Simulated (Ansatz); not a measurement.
# How glassy 75SiO2-10Al2O3-5Li2O-5CaO-5Cr2O3 (mol %) changes with quench rate

Does a slower quench leave a cell of lower energy?

Computed with Ansatz 0.2.0: Kohn-Sham DFT, LDA, PAW (set soft_2). Every run is a single point, with the atoms held where the recipe put them (cutoff of the plane-wave runs 420 eV, fermi-dirac smearing of 0.025 eV, spin polarised).

First member: 130 atoms (30 Si, 8 Al, 4 Li, 2 Ca, 4 Cr, 82 O) placed at random at 2.52 g/cm³, melted at 4000 K for 10 ps at fixed volume with the Morse and Coulomb pair potential with partial charges (Pedone, Malavasi, Menziani, Cormack and Segre, J. Phys. Chem. B 110, 11780 (2006)). Quenched from 4000 K to 300 K at 10 K/ps and fixed volume, held 10 ps at zero pressure, then minimised at fixed cell.

Last member: 130 atoms (30 Si, 8 Al, 4 Li, 2 Ca, 4 Cr, 82 O) placed at random at 2.52 g/cm³, melted at 4000 K for 10 ps at fixed volume with the Morse and Coulomb pair potential with partial charges (Pedone, Malavasi, Menziani, Cormack and Segre, J. Phys. Chem. B 110, 11780 (2006)). Quenched from 4000 K to 300 K at 1000 K/ps and fixed volume, held 10 ps at zero pressure, then minimised at fixed cell.

The members:

| quench rate (K/ps) | reduced formula | atoms | valence electrons | k-mesh | basis | density (g/cm³) |
| --- | --- | --- | --- | --- | --- | --- |
| 10 | Li2CaAl4Cr2Si15O41 | 130 | 724 | 1×1×1 | plane waves | 2.62 |
| 30 | Li2CaAl4Cr2Si15O41 | 130 | 724 | 1×1×1 | plane waves | 2.63 |
| 100 | Li2CaAl4Cr2Si15O41 | 130 | 724 | 1×1×1 | plane waves | 2.66 |
| 300 | Li2CaAl4Cr2Si15O41 | 130 | 724 | 1×1×1 | plane waves | 2.70 |
| 1000 | Li2CaAl4Cr2Si15O41 | 130 | 724 | 1×1×1 | plane waves | 2.62 |

Each cell is one sample from a classical run, so sample-to-sample scatter enters every column.

The input of the first member, without its atom lines; other members have their own cell and atoms, and may differ in mesh, basis and outputs:

```yaml
crystal:
  lattice:
    - [11.93898, 0.0, 0.0]
    - [0.0, 11.93898, 0.0]
    - [0.0, 0.0, 11.93898]
  atoms:
    [... 130 lines ...]
magnetization:
  spin_polarized: true
kpoints:
  mp_grid: { grid: [1, 1, 1] }
hamiltonian:
  xc: lda
scf:
  occupations: { method: fermi_dirac, width: 0.025 }
output:
  forces: true
  stress: true
  populations: true
  dos:
    method: { smearing: { sigma: 0.15 } }
    de: 0.1
    projected: { site_lists: { Al: [Al], Ca: [Ca], Cr: [Cr], Li: [Li], O: [O] } }
  eigenvalues: true
  write_density: true
  write_potential: true
  volumetric_format: npy
```

Q: What do these runs give, and what do they cost?

Results; charges are mean Löwdin charges in e:

| quench rate (K/ps) | energy less the first member's (meV/atom) | pressure (GPa) | r.m.s. force (eV/Å) | moment (μB) | q(Ca) | q(Cr) | q(Al) |
| --- | --- | --- | --- | --- | --- | --- | --- |
| 10 | 0.0 | -0.671 | 0.712 | 12.0 | +1.79 | +1.28 | +1.30 |
| 30 | 34.0 | -1.04 | 0.857 | 12 | +1.78 | +1.29 | +1.29 |
| 100 | 38.5 | 0.172 | 0.856 | 12.0 | +1.81 | +1.30 | +1.31 |
| 300 | 51.4 | -0.894 | 0.760 | 12.0 | +1.79 | +1.29 | +1.29 |
| 1000 | 65.5 | -0.841 | 0.861 | 12.0 | +1.77 | +1.27 | +1.32 |

The projection misses up to 0.067 e an atom, so the charges add up to more than the cell's charge.

Bonds in each cell, which the recipe sets and DFT didn't move; cutoffs follow each cell's own g(r) within set bounds (mean length in Å, and neighbours of the second kind about the first):

| quench rate (K/ps) | O-Si length | O-Si count | Al-O length | Al-O count |
| --- | --- | --- | --- | --- |
| 10 | 1.609 | 1.46 | 1.751 | 4.00 |
| 30 | 1.613 | 1.46 | 1.806 | 4.38 |
| 100 | 1.611 | 1.46 | 1.745 | 4.00 |
| 300 | 1.610 | 1.46 | 1.761 | 4.00 |
| 1000 | 1.613 | 1.46 | 1.765 | 4.00 |

Cost on 8 threads of Arm Neoverse N1, shared host:

| quench rate (K/ps) | atoms | basis | k-mesh | SCF cycles | time | host memory (GiB) |
| --- | --- | --- | --- | --- | --- | --- |
| 10 | 130 | plane waves | 1×1×1 | 31 | 30 min | 4.2 |
| 30 | 130 | plane waves | 1×1×1 | 33 | 16 min | 4.2 |
| 100 | 130 | plane waves | 1×1×1 | 27 | 2.4 min | 4.1 |
| 300 | 130 | plane waves | 1×1×1 | 27 | 2.5 min | 4.1 |
| 1000 | 130 | plane waves | 1×1×1 | 34 | 2.5 min | 4.2 |

Times include the outputs that each run asked for, on hosts shared with other jobs.

What the series shows: The energy against the first member goes steadily from 0.0 meV/atom at 10 to 65.5 meV/atom at 1000 K/ps; each member is a single configuration. The slowest quench gives the lowest energy. The mean charge on Ca is lowest at 1000 K/ps (+1.77 e) and highest at 100 K/ps (+1.81 e), with no steady trend. The pressure is lowest at 30 K/ps (-1 GPa) and highest at 100 K/ps (0.17 GPa), with no steady trend. 3 of the 5 members have partly filled levels at the Fermi energy, where the frontier levels stand at most 0.13 eV apart and the tails of the smearing reach across.

Caveats: Without a Hubbard term or exact exchange, open shells on Cr are likely too delocalised. The network of bonds at the start is that of the classical potential that made the cell, and needn't be the one that DFT or experiment would give. The program left the stability of some magnetic solutions unchecked, or ended on moments of another size or direction than seeded. The cells aren't relaxed by DFT, which could reorder their energies. The starting order of the moments was set by the recipe and needn't be the real material's. Even the slowest of these quenches is many orders faster than a laboratory quench.

[Logs are printed without paths, hosts, clocks, repeated set-up lines and the standing remarks that a program may print on its own settings, such as how far it seeks lower states.]

[Hosts, paths, dates, database ids (printed as entryN), source tags and the programs' standing remarks are cut or masked in the printed files.]
